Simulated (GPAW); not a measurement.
# Work function of Li/W(100) at several levels

How far do functional and basis move the work function of Li/W(100)?

Main program and level: GPAW 26.7.0; GPAW, PAW setups; slab in vacuum, relaxation, in the first sound run; inputs show where later runs differ.

### Step 1. The starting structure

The cell holds 6 atoms: 5 W and 1 Li. Its edges and angles: a = 3.160 Å, b = 3.160 Å, c = 24.389 Å, α = 90.0°, β = 90.0°, γ = 90.0°. Vacuum lies along c.

### Step 2. Relaxing the atoms

Forces are removed first; all later runs use this geometry. The lowest 3 atoms are held at bulk positions and keep their forces.

run.py reads:

```python
import json
import numpy as np
from ase import Atoms
from ase.constraints import FixAtoms
from ase.optimize import BFGS
from gpaw import GPAW, PW

slab = Atoms(
    ['W', 'W', 'W', 'W', 'W', 'Li'],
    positions=[
        [0.00000, 0.00000, 8.00000],
        [1.58000, 1.58000, 9.58000],
        [0.00000, 0.00000, 11.16000],
        [1.58000, 1.58000, 12.74000],
        [0.00000, 0.00000, 14.32000],
        [1.58000, 1.58000, 16.38863]],
    cell=[[3.16, 0.0, 0.0], [0.0, 3.16, 0.0], [0.0, 0.0, 24.38863]],
    pbc=[True, True, False])

slab.calc = GPAW(mode=PW(400), xc='PBE', kpts={'size': (10, 10, 1), 'gamma': True},
                 occupations={'name': 'fermi-dirac', 'width': 0.1}, nbands='300%',
                 convergence={'density': 1e-05}, maxiter=200,
                 poissonsolver={'dipolelayer': 'xy'},
                 symmetry={'tolerance': 1e-3, 'extra_ids': [1, 1, 1, 0, 0, 0]}, txt='slab.txt')
result = {}
slab.set_constraint(FixAtoms([0, 1, 2]))
path = []
opt = BFGS(slab, maxstep=0.2)
opt.attach(lambda: path.append((slab.get_potential_energy(), slab.positions.tolist(), slab.get_forces().tolist())))
result['relaxed'] = bool(opt.run(fmax=0.03, steps=40))
result['path'] = path
energy = slab.get_potential_energy()
fermi = slab.calc.get_fermi_level()
v = slab.calc.get_electrostatic_potential().mean((0, 1)) - fermi
n = slab.calc.get_pseudo_density().mean((0, 1))
L = slab.cell[2, 2]
z = np.arange(len(v)) * L / len(v)
low, high = slab.positions[:, 2].min(), slab.positions[:, 2].max()
below, above = np.interp([low - 5.8, high + 5.8], z, v)
slopes = [np.interp(x, z, np.gradient(v, z)) for x in (low - 5.8, high + 5.8)]
eps = np.array([[slab.calc.get_eigenvalues(k, s) for k in range(len(slab.calc.get_ibz_k_points()))]
                for s in range(slab.calc.get_number_of_spins())]) - fermi
top, bottom = eps[eps < 0].max(), eps[eps > 0].min()
dipole = slab.get_dipole_moment()[2]
print(f'energy {energy:.4f} eV, Fermi level {fermi:.4f} eV, dipole {dipole:.5f} e A')
print(f'potential 5.8 A off the faces, from the Fermi level: lower {below:.4f} eV, upper {above:.4f} eV')
print(f'slope of the potential there: lower {slopes[0]:.5f}, upper {slopes[1]:.5f} eV/A')
print(f'nearest levels on the mesh: {top:.4f} and {bottom:.4f} eV')
print('magnetic moment', round(slab.get_magnetic_moment(), 3))
result.update(energy=energy, fermi=fermi, dipole=dipole, below=below, above=above, slopes=slopes, edges=[top, bottom],
              z=z.tolist(), v=v.tolist(), n=n.tolist(), positions=slab.positions.tolist(),
              forces=slab.get_forces(apply_constraint=False).tolist(), moments=slab.get_magnetic_moments().tolist())
json.dump(result, open('result.json', 'w'))
```

Run with:

```sh
OMP_NUM_THREADS=1 OPENBLAS_NUM_THREADS=1 python run.py
```

Log:

```text
Step          Energy          fmax
BFGS:    0      -55.431825        0.964773
BFGS:    1      -55.447649        0.718707
BFGS:    2      -55.473610        0.395191
BFGS:    3      -55.476690        0.382823
BFGS:    4      -55.504356        0.424978
BFGS:    5      -55.508944        0.312205
BFGS:    6      -55.513609        0.363193
BFGS:    7      -55.517615        0.400150
BFGS:    8      -55.524671        0.331056
BFGS:    9      -55.528892        0.153870
BFGS:   10      -55.529987        0.034141
BFGS:   11      -55.530034        0.003026
energy -55.4339 eV, Fermi level 2.5857 eV, dipole 0.06396 e A
potential 5.8 A off the faces, from the Fermi level: lower 4.2377 eV, upper 3.0837 eV
slope of the potential there: lower -0.00063, upper 0.00054 eV/A
nearest levels on the mesh: -0.0087 and 0.0018 eV
magnetic moment 0.0
```

Elapsed: 36 min, on 1 thread of Intel Xeon at 2.80GHz (Skylake/Cascade Lake), shared host; peak memory 0.37 GiB.

Step by step:

```
step  energy less that of the first step (eV)  largest force (eV/Å)
   1                                   0.0000                0.9648
   2                                  -0.0150                0.7187
   3                                  -0.0378                0.3952
   4                                  -0.0408                0.3828
   5                                  -0.0686                0.4250
   6                                  -0.0739                0.3122
   7                                  -0.0795                0.3632
   8                                  -0.0840                0.4002
   9                                  -0.0917                0.3311
  10                                  -0.0958                0.1539
  11                                  -0.0964                0.0341
  12                                  -0.0964                0.0030
```

The atoms that moved most (Å):

| atom | dx | dy | dz | length |
| --- | --- | --- | --- | --- |
| Li6 | 0.000 | 0.000 | -0.310 | 0.310 |
| W5 | 0.000 | 0.000 | -0.053 | 0.053 |
| W4 | 0.000 | 0.000 | 0.040 | 0.040 |

Final coordinates:

```xyz
6
Lattice="3.1600 0.0000 0.0000 0.0000 3.1600 0.0000 0.0000 0.0000 24.3886" Properties=species:S:1:pos:R:3
W     0.0000    0.0000    8.0000
W     1.5800    1.5800    9.5800
W     0.0000    0.0000   11.1600
W     1.5800    1.5800   12.7798
W     0.0000    0.0000   14.2668
Li    1.5800    1.5800   16.0787
```

Numbers from this step:

- dipole along the normal: 0.06396 e·Å
- levels nearest the Fermi level on the mesh: -0.008735, 0.001796 eV from the Fermi level
- upper work function: 3.084 eV
- lower work function: 4.238 eV

Table of electrostatic potential energy of an electron (without an applied field's), less the Fermi level, planar mean by z:

z (Å), electrostatic potential energy of an electron (without an applied field's), less the Fermi level, planar mean (eV) and a bar from the least value:
```
      0.0        3.7 #############################
      0.5        4.2 ##############################
      1.0        4.2 ##############################
      1.5        4.2 ##############################
      2.0        4.2 ##############################
      2.5        4.2 ##############################
      3.0        4.2 ##############################
      3.5        4.2 ##############################
      4.0        4.2 ##############################
      4.5        4.2 ##############################
      5.0        4.2 ##############################
      5.5        4.1 ##############################
      6.0        3.7 #############################
      6.5        2.7 ############################
      7.0       -0.5 ########################
      7.5       -9.7 #############
      8.0      -19.9 
      8.5      -11.7 ##########
      9.0      -10.4 ############
      9.5      -20.1 
     10.0      -13.9 ########
     10.5       -9.8 #############
     11.0      -19.3 #
     11.5      -15.5 ######
     12.0       -8.4 ##############
     12.5      -16.9 ####
     13.0      -18.4 ##
     13.5      -10.3 ############
     14.0      -17.2 ####
     14.5      -16.8 ####
     15.0       -4.5 ###################
     15.5       -0.5 ########################
     16.0       -1.6 #######################
     16.5       -0.3 ########################
     17.0        1.6 ###########################
     17.5        2.5 ############################
     18.0        2.9 ############################
     18.5        3.0 ############################
     19.0        3.1 #############################
     19.5        3.1 #############################
     20.0        3.1 #############################
     20.5        3.1 #############################
     21.0        3.1 #############################
     21.5        3.1 #############################
     22.0        3.1 #############################
     22.5        3.1 #############################
     23.0        3.1 #############################
     23.5        3.1 #############################
     24.0        3.1 #############################
```

The pseudo valence density, planar mean oscillates, so the rows of the table below give means over windows of 1.63 Å about each position, cut where the curve ends. Its maxima inside the range that stand out by 2 % of the span (Å: e/Å³): 7.9: 1.31, 9.6: 1.36, 11.2: 1.37, 12.8: 1.37, 14.2: 1.35. Its minima: 8.7: 0.534, 10.4: 0.520, 12.0: 0.495, 13.6: 0.605.

Pseudo valence density, planar mean against z; means over each step:

| z (Å) | pseudo valence density, planar mean (e/Å³) |
| --- | --- |
| 2.44 | 8.6e-6 |
| 4.07 | 3.3e-4 |
| 5.71 | 0.0121 |
| 7.33 | 0.538 |
| 8.96 | 0.895 |
| 10.59 | 0.892 |
| 12.22 | 0.871 |
| 13.85 | 0.922 |
| 15.48 | 0.207 |
| 17.11 | 0.0227 |
| 18.75 | 0.00169 |
| 20.38 | 6.9e-5 |

The relaxation lowered the energy of the cell by 0.0964 eV (energies extrapolated to zero smearing; the optimiser's log prints free energies). The largest force left on a free atom is 0.0030 eV/Å.

### Step 3. Plane waves, PBE

With the geometry fixed, the planar mean of the potential gives the vacuum level on each side.

This step: GPAW, PAW setups; slab in vacuum (GPAW 26.7.0).

Edit run.py of step 2 so:

```diff
@@ -3,4 +3,2 @@
 from ase import Atoms
-from ase.constraints import FixAtoms
-from ase.optimize import BFGS
 from gpaw import GPAW, PW
@@ -13,5 +11,5 @@
         [0.00000, 0.00000, 11.16000],
-        [1.58000, 1.58000, 12.74000],
-        [0.00000, 0.00000, 14.32000],
-        [1.58000, 1.58000, 16.38863]],
+        [1.58000, 1.58000, 12.77978],
+        [-0.00000, -0.00000, 14.26678],
+        [1.58000, 1.58000, 16.07871]],
     cell=[[3.16, 0.0, 0.0], [0.0, 3.16, 0.0], [0.0, 0.0, 24.38863]],
@@ -23,10 +21,4 @@
                  poissonsolver={'dipolelayer': 'xy'},
-                 symmetry={'tolerance': 1e-3, 'extra_ids': [1, 1, 1, 0, 0, 0]}, txt='slab.txt')
+                 symmetry={'tolerance': 1e-3}, txt='slab.txt')
 result = {}
-slab.set_constraint(FixAtoms([0, 1, 2]))
-path = []
-opt = BFGS(slab, maxstep=0.2)
-opt.attach(lambda: path.append((slab.get_potential_energy(), slab.positions.tolist(), slab.get_forces().tolist())))
-result['relaxed'] = bool(opt.run(fmax=0.03, steps=40))
-result['path'] = path
 energy = slab.get_potential_energy()
```

Log:

```text
energy -55.4339 eV, Fermi level 2.5857 eV, dipole 0.06380 e A
potential 5.8 A off the faces, from the Fermi level: lower 4.2376 eV, upper 3.0837 eV
slope of the potential there: lower -0.00062, upper 0.00052 eV/A
nearest levels on the mesh: -0.0088 and 0.0018 eV
magnetic moment 0.0
```

It took 4.8 min on 1 thread; peak memory 0.37 GiB.

Numbers from this step:

```
dipole along the normal                    : 0.06380 e·Å
levels nearest the Fermi level on the mesh : -0.008770, 0.001816 eV from the Fermi level
```

The electrostatic potential energy of an electron (without an applied field's), less the Fermi level, planar mean oscillates, so the rows of the table below give means over windows of 1.63 Å about each position, cut where the curve ends. Its maxima inside the range that stand out by 2 % of the span (Å: eV): 1.1: 4.24, 8.7: -8.64, 10.4: -9.05, 12.0: -8.36, 13.5: -10.2, 15.5: -0.466. Its minima: 8.0: -20.0, 9.6: -20.6, 11.2: -20.6, 12.8: -20.6, 14.2: -20.1, 16.1: -1.68.

Electrostatic potential energy of an electron (without an applied field's), less the Fermi level, planar mean against z; means over each step:

```
z (Å)  electrostatic potential energy of an electron (without an applied field's), less the Fermi level, planar mean (eV)
 0.81                                                                                                                4.17
 2.44                                                                                                                4.24
 4.07                                                                                                                4.23
 5.71                                                                                                                3.79
 7.33                                                                                                               -7.64
 8.96                                                                                                               -14.4
10.59                                                                                                               -14.7
12.22                                                                                                               -14.3
13.85                                                                                                               -15.0
15.48                                                                                                               -2.76
17.11                                                                                                                1.50
18.75                                                                                                                3.00
20.38                                                                                                                3.08
22.00                                                                                                                3.08
23.64                                                                                                                3.12
```

The pseudo valence density, planar mean oscillates, so the rows of the table below give means over windows of 1.63 Å about each position, cut where the curve ends. Its maxima inside the range that stand out by 2 % of the span (Å: e/Å³): 7.9: 1.31, 9.6: 1.36, 11.2: 1.37, 12.8: 1.37, 14.2: 1.35. Its minima: 8.7: 0.534, 10.4: 0.520, 12.0: 0.495, 13.6: 0.605.

Pseudo valence density, planar mean against z; means over each step:

```csv
z (Å),"pseudo valence density, planar mean (e/Å³)"
2.44,8.6e-6
4.07,3.3e-4
5.71,0.0121
7.33,0.538
8.96,0.895
10.59,0.892
12.22,0.871
13.85,0.922
15.48,0.207
17.11,0.0227
18.75,0.00169
20.38,6.9e-5
```

Force by atom:

```
atom  x (eV/Å)  y (eV/Å)  z (eV/Å)  size
  W1      0.00      0.00      1.25  1.25
  W2      0.00      0.00     -1.39  1.39
  W3      0.00      0.00      0.14  0.14
  W4      0.00      0.00      0.00  0.00
  W5      0.00      0.00      0.00  0.00
 Li6      0.00      0.00      0.00  0.00
```

The potential is flat to 6.2e-4 eV/Å where it is read, so the vacuum is wide enough.

### Step 4. OptPBE vdW: xc = "optPBE-vdW"

The same geometry under optPBE-vdW, to see how far the functional moves the levels against the vacuum (the van der Waals functionals take revPBE setups).

Edit run.py of step 3 so:

```diff
@@ -17,3 +17,3 @@
 
-slab.calc = GPAW(mode=PW(400), xc='PBE', kpts={'size': (10, 10, 1), 'gamma': True},
+slab.calc = GPAW(mode=PW(400), xc='optPBE-vdW', kpts={'size': (10, 10, 1), 'gamma': True},
                  occupations={'name': 'fermi-dirac', 'width': 0.1}, nbands='300%',
```

Log:

```text
energy -140.0914 eV, Fermi level 2.5053 eV, dipole 0.06912 e A
potential 5.8 A off the faces, from the Fermi level: lower 4.4453 eV, upper 3.1951 eV
slope of the potential there: lower -0.00082, upper 0.00069 eV/A
nearest levels on the mesh: -0.0498 and 0.0034 eV
magnetic moment 0.0
```

Elapsed: 5.2 min, on 1 thread; peak memory 0.51 GiB.

This step gave:

| Item | Value |
| --- | --- |
| dipole along the normal | 0.06912 e·Å |
| levels nearest the Fermi level on the mesh | -0.04980, 0.003419 eV from the Fermi level |
| upper work function | 3.195 eV |
| lower work function | 4.445 eV |

The electrostatic potential energy of an electron (without an applied field's), less the Fermi level, planar mean by z:

```csv
z (Å),"electrostatic potential energy of an electron (without an applied field's), less the Fermi level, planar mean (eV)"
0.0,3.82
0.5,4.45
1.0,4.44
1.5,4.45
2.0,4.45
2.5,4.45
3.0,4.44
3.5,4.44
4.0,4.44
4.5,4.42
5.0,4.37
5.5,4.23
6.0,3.85
6.5,2.76
7.0,-0.427
7.5,-9.71
8.0,-19.9
8.5,-11.7
9.0,-10.4
9.5,-20.1
10.0,-13.9
10.5,-9.80
11.0,-19.3
11.5,-15.6
12.0,-8.44
12.5,-16.9
13.0,-18.4
13.5,-10.3
14.0,-17.2
14.5,-16.7
15.0,-4.45
15.5,-0.515
16.0,-1.63
16.5,-0.267
17.0,1.62
17.5,2.52
18.0,2.92
18.5,3.08
19.0,3.15
19.5,3.18
20.0,3.19
20.5,3.19
21.0,3.19
21.5,3.19
22.0,3.19
22.5,3.20
23.0,3.20
23.5,3.19
24.0,3.22
```

The pseudo valence density, planar mean by z:

```csv
z (Å),"pseudo valence density, planar mean (e/Å³)"
3.5,8.6e-5
4.0,2.4e-4
4.5,6.4e-4
5.0,0.00180
5.5,0.00501
6.0,0.0146
6.5,0.0413
7.0,0.142
7.5,0.555
8.0,1.29
8.5,0.689
9.0,0.628
9.5,1.30
10.0,0.801
10.5,0.566
11.0,1.22
11.5,0.922
12.0,0.499
12.5,1.03
13.0,1.15
13.5,0.611
14.0,1.07
14.5,1.07
15.0,0.329
15.5,0.131
16.0,0.0609
16.5,0.0431
17.0,0.0226
17.5,0.0107
18.0,0.00483
18.5,0.00202
19.0,8.5e-4
19.5,3.5e-4
20.0,1.4e-4
20.5,5.6e-5
```

Force by atom:

```
atom  x (eV/Å)  y (eV/Å)  z (eV/Å)  size
  W1      0.00      0.00      0.84  0.84
  W2      0.00      0.00     -1.39  1.39
  W3      0.00      0.00      0.12  0.12
  W4      0.00      0.00      0.02  0.02
  W5      0.00      0.00      0.34  0.34
 Li6      0.00      0.00      0.06  0.06
```

The upper face's work function is 3.195 eV, against 3.084 eV in the first plane-wave PBE run at this geometry.

### Step 5. Self-consistent run: xc = "revPBE"

The same geometry under revPBE, to see how far the functional moves the levels against the vacuum.

Edit run.py of step 4 so:

```diff
@@ -17,3 +17,3 @@
 
-slab.calc = GPAW(mode=PW(400), xc='optPBE-vdW', kpts={'size': (10, 10, 1), 'gamma': True},
+slab.calc = GPAW(mode=PW(400), xc='revPBE', kpts={'size': (10, 10, 1), 'gamma': True},
                  occupations={'name': 'fermi-dirac', 'width': 0.1}, nbands='300%',
```

Log:

```text
energy -53.2505 eV, Fermi level 2.6729 eV, dipole 0.06107 e A
potential 5.8 A off the faces, from the Fermi level: lower 4.1059 eV, upper 3.0017 eV
slope of the potential there: lower -0.00064, upper 0.00052 eV/A
nearest levels on the mesh: -0.0009 and 0.0160 eV
magnetic moment 0.0
```

Elapsed: 4.9 min, on 1 thread; peak memory 0.37 GiB.

Numbers from this step:

- dipole along the normal: 0.06107 e·Å
- levels nearest the Fermi level on the mesh: -8.76e-4, 0.01597 eV from the Fermi level
- upper work function: 3.002 eV
- lower work function: 4.106 eV

The electrostatic potential energy of an electron (without an applied field's), less the Fermi level, planar mean oscillates, so the rows of the table below give means over windows of 1.63 Å about each position, cut where the curve ends. Its maxima inside the range that stand out by 2 % of the span (Å: eV): 1.1: 4.11, 8.7: -8.71, 10.4: -9.12, 12.0: -8.43, 13.5: -10.3, 15.5: -0.546. Its minima: 8.0: -20.1, 9.6: -20.6, 11.2: -20.7, 12.8: -20.7, 14.2: -20.1, 16.1: -1.75.

The electrostatic potential energy of an electron (without an applied field's), less the Fermi level, planar mean by z; means over each step:

z (Å), electrostatic potential energy of an electron (without an applied field's), less the Fermi level, planar mean (eV) and a bar from the least value:
```
     0.81        4.0 ##############################
     2.44        4.1 ##############################
     4.07        4.1 ##############################
     5.71        3.7 #############################
     7.33       -7.7 ###########
     8.96      -14.5 #
    10.59      -14.8 
    12.22      -14.3 #
    13.85      -15.0 
    15.48       -2.8 ###################
    17.11        1.4 ##########################
    18.75        2.9 ############################
    20.38        3.0 ############################
    22.00        3.0 ############################
    23.64        3.0 ############################
```

The upper face's work function is 3.002 eV, against 3.084 eV in the first plane-wave PBE run at this geometry.

[end of part 1 of 2]

[Logs are printed without paths, hosts, clocks, repeated set-up lines and the standing remarks that a program may print on its own settings, such as how far it seeks lower states.]

[Hosts, paths, dates, database ids (printed as entryN), source tags and the programs' standing remarks are cut or masked in the printed files.]
